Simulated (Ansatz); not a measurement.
# (BeTe)2(CuCl)2 [001] superlattice, started as zinc blende: the cell at rest, part 2 of 2

Wanted: the relaxed cell of (BeTe)2(CuCl)2 [001] superlattice, started as zinc blende.

Ansatz 0.2.0; DFT LDA, scalar-relativistic, plane waves, PAW.

So far. Step 2 (A coarse first look): The coarse mesh shows no gap and a pressure of -2.5 GPa.

The structure was built from a prototype and need not be the compound's stable phase.

## Step 4: Relaxation (continued)

ELF in the ac plane at fractional y = 0.000, with atoms of Be and Cl and Cu and Te within 0.2 Å of it. It is the smooth field of the valence electrons, not physical close to the nuclei.

Values, 24 rows by 14 columns, each cell a mean:
```
0.00 0.04 0.42 0.72 0.76 0.69 0.62 0.59 0.63 0.72 0.76 0.67 0.26 0.02
0.03 0.06 0.19 0.32 0.37 0.34 0.31 0.29 0.31 0.36 0.37 0.29 0.13 0.05
0.10 0.10 0.10 0.10 0.09 0.07 0.06 0.06 0.06 0.08 0.09 0.10 0.10 0.10
0.05 0.05 0.04 0.03 0.03 0.03 0.03 0.04 0.03 0.03 0.03 0.03 0.04 0.05
0.02 0.02 0.02 0.03 0.06 0.13 0.17 0.19 0.16 0.10 0.05 0.03 0.02 0.02
0.01 0.02 0.05 0.16 0.34 0.52 0.61 0.63 0.59 0.47 0.29 0.12 0.03 0.01
0.02 0.05 0.22 0.50 0.70 0.80 0.83 0.83 0.82 0.78 0.66 0.42 0.15 0.04
0.06 0.11 0.37 0.68 0.82 0.80 0.66 0.55 0.70 0.83 0.80 0.61 0.25 0.09
0.11 0.12 0.29 0.66 0.85 0.80 0.55 0.37 0.63 0.84 0.82 0.55 0.20 0.12
0.18 0.16 0.15 0.34 0.71 0.86 0.84 0.80 0.85 0.84 0.62 0.26 0.14 0.17
0.55 0.40 0.20 0.14 0.30 0.61 0.75 0.78 0.73 0.51 0.23 0.15 0.25 0.45
0.87 0.63 0.28 0.17 0.14 0.18 0.26 0.30 0.24 0.16 0.14 0.19 0.36 0.72
0.40 0.30 0.22 0.19 0.17 0.10 0.06 0.05 0.07 0.13 0.18 0.20 0.24 0.33
0.19 0.19 0.20 0.20 0.17 0.09 0.04 0.02 0.05 0.11 0.18 0.20 0.19 0.19
0.21 0.20 0.19 0.15 0.10 0.05 0.02 0.02 0.03 0.06 0.12 0.16 0.20 0.20
0.14 0.13 0.10 0.07 0.05 0.03 0.02 0.02 0.02 0.03 0.05 0.08 0.11 0.13
0.06 0.05 0.04 0.04 0.04 0.05 0.06 0.07 0.06 0.04 0.04 0.04 0.05 0.05
0.02 0.03 0.04 0.07 0.15 0.28 0.36 0.39 0.35 0.24 0.13 0.06 0.03 0.02
0.02 0.04 0.14 0.31 0.48 0.57 0.58 0.58 0.58 0.55 0.44 0.26 0.09 0.03
0.06 0.13 0.36 0.51 0.53 0.47 0.40 0.36 0.41 0.50 0.53 0.49 0.28 0.10
0.16 0.31 0.54 0.55 0.46 0.23 0.07 0.04 0.09 0.32 0.49 0.56 0.48 0.25
0.34 0.52 0.71 0.63 0.46 0.17 0.03 0.01 0.04 0.27 0.51 0.67 0.68 0.47
0.34 0.61 0.85 0.80 0.62 0.41 0.25 0.20 0.28 0.48 0.68 0.83 0.81 0.52
0.05 0.30 0.80 0.90 0.82 0.65 0.54 0.50 0.56 0.71 0.85 0.89 0.67 0.19
```
Columns run along a (3.9 Å), rows up along c (10.3 Å). Atoms in or near the plane, at fractional coordinates: Be at (0.00, 0.98), Cl at (0.50, 0.65), Cu at (0.00, 0.52), Te at (0.50, 0.11).

Valence density in the ac plane at fractional y = 0.000, with atoms of Be and Cl and Cu and Te within 0.2 Å of it. It is the smooth field of the valence electrons, not physical close to the nuclei.

Values in e/Å³, 24 rows by 14 columns, each cell a mean:
```
 0  0  0  0  0  0  0  0  0  0  0  0  0  0
 0  0  0  0  0  0  0  0  0  0  0  0  0  0
 0  0  0  0  0  0  0  0  0  0  0  0  0  0
 0  0  0  0  0  0  0  0  0  0  0  0  0  0
 0  0  0  0  0  0  0  0  0  0  0  0  0  0
 0  0  0  0  0  0  0  0  0  0  0  0  0  0
 0  0  0  0  0  1  1  1  1  1  0  0  0  0
 0  0  0  0  1  2  1  1  2  1  1  0  0  0
 0  0  0  0  1  2  1  0  1  2  1  0  0  0
 1  1  0  0  1  1  2  2  2  1  1  0  1  1
22 11  2  1  0  0  1  1  1  0  0  1  4 14
54 26  5  1  0  0  0  0  0  0  0  1  9 34
11  6  2  0  0  0  0  0  0  0  0  1  2  7
 1  1  0  0  0  0  0  0  0  0  0  0  0  1
 0  0  0  0  0  0  0  0  0  0  0  0  0  0
 0  0  0  0  0  0  0  0  0  0  0  0  0  0
 0  0  0  0  0  0  0  0  0  0  0  0  0  0
 0  0  0  0  0  0  0  0  0  0  0  0  0  0
 0  0  0  0  0  0  0  0  0  0  0  0  0  0
 0  0  0  0  0  1  2  3  2  1  0  0  0  0
 0  0  0  0  1  4  9 12  8  3  1  0  0  0
 0  0  0  1  1  6 12 15 10  4  1  0  0  0
 0  0  0  1  1  2  4  5  3  1  1  0  0  0
 0  0  0  0  0  1  1  1  1  1  0  0  0  0
```
Columns run along a (3.9 Å), rows up along c (10.3 Å). Atoms in or near the plane, at fractional coordinates: Be at (0.00, 0.98), Cl at (0.50, 0.65), Cu at (0.00, 0.52), Te at (0.50, 0.11).

In this step the volume went from 19.74 to 19.70 Å³/atom.

## Step 5: Tight relaxation

Phonons need a cell at rest on their own settings, so the relaxation is repeated with tight tolerances on forces and stress on the k mesh and occupations of the first response run.

File input.yaml:

```yaml
crystal:
  lattice:
    - [2.7377694676, 2.7377694676, 0.0]
    - [-2.7836744533, 2.7836744533, 0.0]
    - [0.0, 0.0, 10.338224951]
  atoms:
    - { symbol: Be, position: [0.0, 0.0, -0.0190733562] }
    - { symbol: Be, position: [0.5, 0.5, 0.2484548969] }
    - { symbol: Cl, position: [0.5, 0.0, 0.6476848975] }
    - { symbol: Cl, position: [1.0, 0.5, 0.8749774599] }
    - { symbol: Cu, position: [0.0, 0.0, 0.5167014234] }
    - { symbol: Cu, position: [0.5, 0.5, 0.7466300239] }
    - { symbol: Te, position: [0.5, 0.0, 0.1080760421] }
    - { symbol: Te, position: [1.0, 0.5, 0.3765486125] }
kpoints:
  mp_grid: { grid: [12, 12, 4] }
hamiltonian:
  xc: lda
scf:
  occupations: { method: methfessel_paxton, width: 0.2 }
output:
  forces: true
  stress: true
  eigenvalues: true
relax:
  adjacent_minimum: "off"
  f_tol: 0.001
  max_steps: 60
  cell: { stress_tol: 0.01 }
```

On the command line:

```console
> ansatz run input.yaml --threads 4 --pin off --max-ram 14336MiB --backend cpu --events-out ev --progress --plain --runs-dir out
```

Numbers of over 12 decimals in the logs are rounded to 6 here.

The program printed:

```text
[...]
Crystal: 8 atoms, lattice volume = 157.576 Å³
Basis set: ecut = 420 eV, 3115 PW (Γ)
Bands: 53, of which v1, the nominal top of the filled ones, is band 44 counted from 1 (43 counted from 0)
Symmetry: 4 space group operations
[...]
k-points: 147 of 576 (time reversal used)
[...]
- [2.737426, 2.737426, 0]
    - [-2.784268, 2.784268, 0]
    - [0, 0, 10.338554]
  atoms:
    - { symbol: Be, position: [0, 0, -0.018989] }
    - { symbol: Be, position: [0.5, 0.5, 0.248545] }
    - { symbol: Cl, position: [0.5, 0, 0.647605] }
    - { symbol: Cl, position: [1.0, 0.500000, 0.875009] }
    - { symbol: Cu, position: [0, 0, 0.516649] }
    - { symbol: Cu, position: [0.5, 0.5, 0.746450] }
    - { symbol: Te, position: [0.5, 0, 0.108134] }
    - { symbol: Te, position: [1.0, 0.500000, 0.376597] }
[key lines of the parts left out:]
SCF converged after 10 iterations
Free energy (F): -29032.917606 eV
Fermi energy:    9.206307 eV
P = ⅓ Tr σ = -0.0002 GPa (-0.002 kbar)
```

Wall time 4.3 min (4 threads of Arm Neoverse V1, shared host); peak memory 1.1 GiB; 17 min of CPU time.

Little changed from the start: no atom moved by 0.005 Å and no cell edge by 0.1 %.

Numbers from this step:

| Item | Value |
| --- | --- |
| pressure | -1.72e-4 GPa |

The largest force component left is 0.44 meV/Å and the pressure is 0.000 GPa, within the tolerances set. The cell now holds 19.70 Å³/atom.

## Step 6: Summary of results

| Quantity | Value |
| --- | --- |
| space group after relaxation (within 0.01 Å) | Pmm2 |
| lattice constant a | 3.871 Å |
| lattice constant b | 3.938 Å |
| lattice constant c | 10.339 Å |
| volume per atom | 19.7 Å³ |

**Reading.** The largest force component left is 0.44 meV/Å and the pressure is 0.000 GPa, within the tolerances set. The cell now holds 19.70 Å³/atom. The relaxation keeps the symmetry of its start, so it says nothing on stability against lower symmetry. Spin-orbit coupling is left out, which can matter for the heavy elements here. The starting cell was built on a prototype and not taken from a measurement, so the phase need not exist.

[Logs are printed without paths, hosts, clocks, repeated set-up lines and the standing remarks that a program may print on its own settings, such as how far it seeks lower states.]

[Hosts, paths, dates, database ids (printed as entryN), source tags and the programs' standing remarks are cut or masked in the printed files.]
